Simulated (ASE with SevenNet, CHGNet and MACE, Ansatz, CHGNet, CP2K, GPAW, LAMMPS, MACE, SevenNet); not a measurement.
## Machine-learned potentials runs on glassy 71P2O5-6Al2O3-18BaO-6Fe2O3 (mol %) (100 atoms)

Wanted: machine-learned potentials inputs and outputs for glassy 71P2O5-6Al2O3-18BaO-6Fe2O3 (mol %) (100 atoms), checked against a plane-wave reference.

Program: ASE with SevenNet, CHGNet and MACE. Level of theory: the method is named at each step. Results are calculated unless marked as measured.

**1. The starting structure**

The cell holds 100 atoms: 24 P, 2 Al, 3 Ba, 2 Fe and 69 O. Its edges and angles: a = 11.252 Å, b = 11.252 Å, c = 11.252 Å, α = 90.0°, β = 90.0°, γ = 90.0°. 100 atoms (24 P, 2 Al, 3 Ba, 2 Fe, 69 O) placed at random at 2.81 g/cm³, melted at 4000 K for 10 ps at fixed volume with the Morse and Coulomb pair potential with partial charges (Pedone, Malavasi, Menziani, Cormack and Segre, J. Phys. Chem. B 110, 11780 (2006)). Quenched from 4000 K to 300 K at 10 K/ps and fixed volume, held 10 ps at zero pressure, then minimised at fixed cell.

The yardstick, on the same geometry:

- method: Kohn-Sham DFT, PBE, PAW, plane waves (Ansatz 0.2.0); cutoff 420 eV, Γ point, fermi-dirac smearing of 0.05 eV, spin polarised, started with 2 parallel moments, ending at -9.7 μB in the cell; PAW set soft_2
- r.m.s. force component: 1.169 eV/Å
- longest force: 4.957 eV/Å
- pressure: 2.45 GPa
- SCF cycles: 41
- time: 1.8 min on 4 threads of Arm Neoverse V2, shared host
- CPU time: 7 min

**2. SevenNet 0 potential**

Method: machine-learned interatomic potential SevenNet 0, trained on PBE(+U) plane-wave data.

run.py reads:

```python
import numpy as np
from ase.io import read
import mlip  # loads the published weights by name

atoms = read("structure.xyz")
atoms.calc = mlip.calc("7net-0")
energy = atoms.get_potential_energy()
forces = atoms.get_forces()
print(f"energy {energy:.6f} eV")
print("forces (eV/A)")
for i, (a, f) in enumerate(zip(atoms, forces)):
    print(f"{i:4d} {a.symbol:2s} {f[0]:10.5f} {f[1]:10.5f} {f[2]:10.5f}")
stress = -atoms.get_stress(voigt=False) * 160.21766
print("stress (GPa, compression positive)")
for row in stress:
    print(" ".join(f"{x:10.4f}" for x in row))
```

structure.xyz reads:

```xyz
100
Lattice="11.25217 0.00000 0.00000 0.00000 11.25217 0.00000 0.00000 0.00000 11.25217" Properties=species:S:1:pos:R:3 pbc="T T T"
P 2.17032 6.34431 3.27764
P 1.06592 3.53251 8.33662
P 6.69223 10.31554 6.16596
P 6.62460 7.79528 7.86302
P 10.68394 5.85000 7.20105
P 4.49468 1.77379 3.24659
P 9.18290 8.14353 9.61982
P 0.10397 4.11627 3.51923
P 8.95988 1.21163 1.34790
P 3.90597 4.44798 7.37917
P 8.80494 5.15293 10.61192
P 2.98475 1.61255 0.55304
P 7.30176 10.29630 11.08091
P 2.23479 11.18218 4.25523
P 2.47503 9.03065 8.21836
P 4.45091 4.62869 4.34930
P 5.32937 8.61140 1.50025
P 3.14003 8.40042 5.32363
P 0.19658 1.22244 6.26746
P 7.50362 3.92149 1.88328
P 8.67374 5.13875 4.70836
P 0.34420 7.99005 0.36705
P 10.81604 9.71704 7.49068
P 1.89622 5.45044 10.79196
Al 2.52465 10.00408 1.34531
Al 4.29867 7.06929 9.96976
Ba 4.73120 1.03689 8.60870
Ba 9.48074 9.12990 3.64255
Ba 7.98702 2.59554 7.40978
Fe 6.42971 7.34845 4.57243
Fe 0.11984 3.02830 0.27860
O 0.93809 9.21631 8.05374
O 0.65274 2.66451 9.52136
O 1.44073 4.82774 9.46454
O 2.37455 7.38322 4.43977
O 8.23726 4.47398 9.40996
O 9.89617 1.71393 0.27928
O 1.21771 0.54618 5.25285
O 3.34966 5.80601 10.67111
O 5.44042 11.13155 6.04073
O 5.00789 3.48030 7.67589
O 6.40136 9.21812 7.26901
O 1.79832 10.71960 2.88269
O 10.85463 7.78774 1.65553
O 3.51248 2.34867 10.62677
O 0.83109 2.26045 7.19475
O 7.83387 11.13335 6.69774
O 7.75263 4.17568 5.41331
O 8.11169 2.48290 1.69390
O 0.66073 6.34397 6.48946
O 10.32454 6.77054 8.35744
O 5.58749 5.57489 4.25265
O 8.28981 6.59703 4.38463
O 3.77342 1.92300 1.87416
O 10.57670 9.11505 6.14571
O 10.12493 4.60709 4.29552
[... 40 atom lines left out ...]
O 6.02936 7.89250 2.61332
O 1.06603 3.24783 4.27425
O 9.49627 5.65388 6.26926
O 3.94006 4.64647 5.82300
```

Command:

```bash
OMP_NUM_THREADS=1 python run.py > output.txt
```

Numbers of over 12 decimals in the logs are rounded to 6 here.

What it wrote:

```text
energy -700.024170 eV
forces (eV/A)
   0 P     0.21328    0.44322   -2.78853
   1 P    -0.50967    1.41391    2.47733
   2 P     0.15841    1.24195    0.09800
   3 P    -0.65818    0.64559   -1.40530
   4 P     1.60780    2.92157   -0.86865
   5 P     2.58716   -2.29785   -3.17749
   6 P     0.01524   -2.19292   -0.31612
   7 P     1.45747   -3.48494    0.30582
   8 P     2.19833    0.43069    0.61532
   9 P     1.36182    1.65402    2.29364
  10 P     1.71720   -2.56685   -1.52585
  11 P    -0.81032   -0.09797   -1.68801
  12 P    -1.27206    1.00656   -1.80927
  13 P     0.44410   -0.25474   -1.68014
  14 P     0.83927    2.94449    0.50347
  15 P     0.27437    2.70651    1.16043
  16 P    -1.26232   -1.43194   -0.39296
  17 P     3.09909   -0.71689   -0.53474
  18 P    -2.55972    2.28717    0.75063
  19 P    -1.99127    0.53855    1.02830
  20 P    -0.38715   -1.58315    0.57830
  21 P    -1.25080   -0.94519    2.43807
  22 P     0.38210   -2.10351   -3.08170
  23 P    -0.31129   -2.80514   -0.40978
[...]
92 O     0.19389   -1.60763   -0.09798
  93 O    -0.26324   -1.93947   -0.90065
  94 O    -0.41340    1.15351   -0.73328
  95 O     0.20762    0.35979    0.00200
  96 O     0.70630   -0.09608    0.51101
  97 O    -0.32720    0.26185    0.27855
  98 O    -1.48571   -0.40027    0.01068
  99 O    -0.95896   -0.19173   -1.55676
stress (GPa, compression positive)
    3.2775     0.8940     0.0272
    0.8940     0.9474    -1.0797
    0.0272    -1.0797     1.4016
```

The job ended after 6.4 s (1 thread of Arm Neoverse V2, shared host; peak memory 0.98 GiB).

Banners, paths, timers and routine set-up lines are dropped from the logs unmarked, and long logs keep their key lines alone; longer cuts are marked.

Against the reference:

```
r.m.s. force component                  : 1.09 eV/Å
r.m.s. difference of force components   : 147.6 meV/Å
longest difference of force vectors     : 713.2 meV/Å
force difference over r.m.s. force      : 12.63 %
slope of forces against the reference's : 0.9272
correlation of force components         : 0.9939
pressure                                : 1.875 GPa
pressure difference                     : -0.5746 GPa
```

Length of the force difference by element (eV/Å):

| element | atoms | mean | most |
| --- | --- | --- | --- |
| Al | 2 | 0.099 | 0.13 |
| Ba | 3 | 0.15 | 0.32 |
| Fe | 2 | 0.26 | 0.36 |
| O | 69 | 0.20 | 0.51 |
| P | 24 | 0.31 | 0.71 |

The surroundings of P6, which bears the longest force, nearest first, numbered as they follow in the input and with coordinates relative to it.

| atom | x | y | z | distance (Å) | bonds | Fx | Fy | Fz (eV/Å) |
| --- | --- | --- | --- | --- | --- | --- | --- | --- |
| P6 | 0.00 | 0.00 | 0.00 | 0.00 | 4 | 2.59 | -2.30 | -3.18 |
| O83 | 1.27 | -0.73 | -0.14 | 1.47 | 1 | -0.82 | 0.69 | 0.76 |
| O62 | 0.02 | 1.36 | 0.75 | 1.55 | 2 | -0.38 | 0.37 | 0.66 |
| O54 | -0.72 | 0.15 | -1.37 | 1.56 | 2 | 0.54 | 1.55 | 1.47 |
| O75 | -1.09 | -0.88 | 0.76 | 1.59 | 2 | -1.05 | -0.28 | 2.31 |
| O71 | 1.53 | 2.06 | -1.32 | 2.88 | 1 | 0.51 | 0.11 | -0.43 |
| P16 | -0.04 | 2.85 | 1.10 | 3.06 | 4 | 0.27 | 2.71 | 1.16 |
| P14 | -2.26 | -1.84 | 1.01 | 3.09 | 4 | 0.44 | -0.25 | -1.68 |
| P12 | -1.51 | -0.16 | -2.69 | 3.09 | 4 | -0.81 | -0.10 | -1.69 |

Atoms are counted from 1 here, from 0 in the log.

Forces lie 13 % from the reference's, at 0.015 times its CPU time (on 1 against 4 cores).

**3. CHGNet r2SCAN potential**

Method: machine-learned interatomic potential CHGNet r2SCAN, trained on r2SCAN plane-wave data.

Edit run.py of step 2 so:

```diff
@@ -5,3 +5,3 @@
 atoms = read("structure.xyz")
-atoms.calc = mlip.calc("7net-0")
+atoms.calc = mlip.calc("chgnet-r2scan")
 energy = atoms.get_potential_energy()
```

structure.xyz is that of step 2.

What it wrote:

```text
CHGNet vr2scan initialized with 412,525 parameters
CHGNet will run on cpu
energy -980.549438 eV
forces (eV/A)
   0 P     0.40374    0.77805   -2.64010
   1 P    -0.86914    0.97899    2.27208
   2 P    -0.02848    0.91773   -0.12852
   3 P    -0.46278    0.29789   -1.04646
   4 P     1.25409    2.39279   -0.80766
   5 P     2.43606   -2.69876   -2.55151
   6 P    -0.18465   -1.61526    0.14340
   7 P     1.19317   -3.04017    0.06824
   8 P     1.99469    0.20815    0.47628
   9 P     0.99901    1.54920    1.90089
  10 P     1.49219   -1.92260   -1.38880
  11 P    -0.68310    0.13498   -1.34627
  12 P    -0.83783    0.55829   -1.57012
  13 P     0.36188   -0.64330   -1.77969
  14 P     0.75249    2.45020    0.59201
  15 P     0.54842    2.65848    0.89441
  16 P    -1.09308   -1.07754   -0.17018
  17 P     2.74929   -0.47159   -0.61030
  18 P    -2.27034    1.56504    0.50181
  19 P    -1.43319    0.42917    1.31165
  20 P    -0.69142   -1.19710    0.65152
  21 P    -1.07854   -0.32351    2.09762
  22 P     0.54940   -1.84232   -2.84250
  23 P    -0.44733   -2.26950   -0.38612
[...]
92 O     0.07408   -1.07978    0.06939
  93 O    -0.32225   -1.35098   -0.85036
  94 O    -0.25226    0.82610   -0.49435
  95 O    -0.08690   -0.56423    0.03199
  96 O     0.23313    0.18636    0.14839
  97 O    -0.85924    0.83919   -0.19000
  98 O    -0.76075   -0.25663    0.39217
  99 O    -0.55528   -0.28182   -1.34952
stress (GPa, compression positive)
   -2.2945     0.7678    -0.0219
    0.7678    -3.4951    -0.4934
   -0.0219    -0.4934    -3.2750
```

Elapsed: 3.1 s, on 1 thread; peak memory 1.2 GiB.

Compared with the plane-wave run:

```
r.m.s. force component                  : 0.8983 eV/Å
r.m.s. difference of force components   : 477.7 meV/Å
longest difference of force vectors     : 1624 meV/Å
force difference over r.m.s. force      : 40.88 %
slope of forces against the reference's : 0.7119
correlation of force components         : 0.9261
pressure                                : -3.022 GPa
pressure difference                     : -5.472 GPa
```

Against the first run (13 %), the force difference from the reference is 41 %, at 0.48 times the CPU time; this potential was trained at another functional than the reference's, which explains only part of so large a difference.

**4. MACE MP-0b2 small potential**

Method: machine-learned interatomic potential MACE MP-0b2 small, trained on PBE(+U) plane-wave data.

Edit run.py of step 3 so:

```diff
@@ -5,3 +5,3 @@
 atoms = read("structure.xyz")
-atoms.calc = mlip.calc("chgnet-r2scan")
+atoms.calc = mlip.calc("mace-mp-0b2-small")
 energy = atoms.get_potential_energy()
```

structure.xyz is that of step 3.

What it wrote:

```text
energy -701.207416 eV
forces (eV/A)
   0 P     0.38019    0.81734   -2.35494
   1 P    -0.50890    1.30770    2.58785
   2 P     0.30801    0.75403   -0.05337
   3 P    -0.80223    0.42513   -1.17655
   4 P     0.85591    2.08384   -0.58391
   5 P     2.15642   -2.72397   -2.88390
   6 P    -0.00640   -1.70884    0.11718
   7 P     1.00994   -2.89319    0.01736
   8 P     2.10056    0.15407    0.51834
   9 P     1.45714    1.36422    1.98050
  10 P     1.54192   -2.28640   -1.46159
  11 P    -0.66787   -0.26128   -1.45920
  12 P    -1.23930    0.96587   -1.76898
  13 P     0.44921   -0.57144   -1.90432
  14 P     0.88711    3.19006    0.48451
  15 P     0.48716    2.49939    1.21161
  16 P    -1.25934   -1.26038   -0.34286
  17 P     2.86876   -0.35187   -0.64289
  18 P    -2.36461    1.85443    0.54653
  19 P    -1.15442    0.41907    1.08631
  20 P    -0.57330   -1.01327    0.33752
  21 P    -1.25059   -0.53473    2.57570
  22 P     0.61995   -1.89509   -3.55212
  23 P    -0.37790   -2.19921   -0.38174
[...]
92 O     0.18446   -1.52295   -0.21613
  93 O    -0.24929   -1.96524   -0.90307
  94 O    -0.30522    0.94440   -0.75570
  95 O     0.24782    0.21268    0.03142
  96 O     0.60867   -0.11784    0.56357
  97 O    -0.18921    0.02736    0.35505
  98 O    -1.05073   -0.40199    0.22155
  99 O    -0.99776   -0.13777   -1.53536
stress (GPa, compression positive)
    2.9318     0.9068    -0.0803
    0.9068     0.9844    -1.1088
   -0.0803    -1.1088     1.3548
```

Wall time 5.3 s (1 thread); peak memory 0.66 GiB.

Against the reference:

```yaml
r_m_s_force_component: 1.009 eV/Å
r_m_s_difference_of_force_components: 271.7 meV/Å
longest_difference_of_force_vectors: 1344 meV/Å
force_difference_over_r_m_s_force: 23.25 %
slope_of_forces_against_the_reference_s: 0.8459
correlation_of_force_components: 0.9795
pressure: 1.757 GPa
pressure_difference: -0.6931 GPa
```

Against the first run (13 %), the force difference from the reference is 23 %, at 0.82 times the CPU time.

**5. The ladder**

Differences are against the plane-wave reference, forces as r.m.s. over components; share is that over the reference's r.m.s. force, slope the least-squares factor from reference forces to these. Total energies of different programs have different zeros and aren't compared.

| run | Δ force, r.m.s. (meV/Å) | share (%) | slope | Δ pressure (GPa) | cores | CPU time | memory (GiB) |
| --- | --- | --- | --- | --- | --- | --- | --- |
| reference | - | - | - | - | 4 | 7 min | 3.3 |
| SevenNet 0 potential | 148 | 12.6 | 0.927 | -0.575 | 1 | 6.4 s | 0.98 |
| CHGNet r2SCAN potential | 478 | 40.9 | 0.712 | -5.47 | 1 | 3.1 s | 1.2 |
| MACE MP-0b2 small potential | 272 | 23.3 | 0.846 | -0.693 | 1 | 5.3 s | 0.66 |

Times of the machine-learned potentials are mostly Python's start and the loading of weights.

CPU time is summed over cores on a shared host, where runs went side by side, so it is rough. Symmetry, cutoffs, thresholds, outputs and thread counts weren't matched or tuned between programs; memory under MPI is the largest rank's times the ranks.

**6. Outcome**

```
nearest in forces : SevenNet 0 potential, 13 %
its CPU time      : 6.4 s
```

Machine-learned potentials differ by 13 % (SevenNet 0 potential) to 41 % (CHGNet r2SCAN potential); they were trained on other programs' data, some at another functional, the PBE(+U) sets with a Hubbard term on some transition metals in oxides and fluorides. Among those trained on PBE data the slope goes as low as 0.85, which softening far from their training structures can give, though the reference's k-sampling is untested too. Machine-learned potentials mimic data converged in k, so the reference's own k-point error enters their differences. In the spin-polarised runs the search for a state of lower energy was switched off. The quench rate of 10 K/ps is many orders above laboratory rates, so the cell is likely richer in defects and strain than a real sample. The network of bonds at the start is that of the classical potential that made the cell, and needn't be the one that DFT or experiment would give. The run was spin polarised, started with 2 parallel moments, ending at -9.7 μB in the cell; that starting order needn't be the real material's, and it bears on forces, charges and levels. The reference's pressure of 2.5 GPa belongs to a cell and atoms that aren't relaxed at this level. Without a Hubbard term or exact exchange, open shells on Fe are likely too delocalised. The electronic-structure runs sample only Γ, in a cell whose shortest periodic width is 11 Å, which is coarse for a cell with partly filled levels. Spin–orbit coupling is left out, which matters for the levels of the heavy elements.

[Also dropped from logs without a mark: logging warnings of Python, and SIESTA's first energy breakdown and zero terms.]

[Logs are printed without paths, hosts, clocks, repeated set-up lines and the standing remarks that a program may print on its own settings, such as how far it seeks lower states.]

[Hosts, paths, dates, database ids (printed as entryN), source tags and the programs' standing remarks are cut or masked in the printed files.]
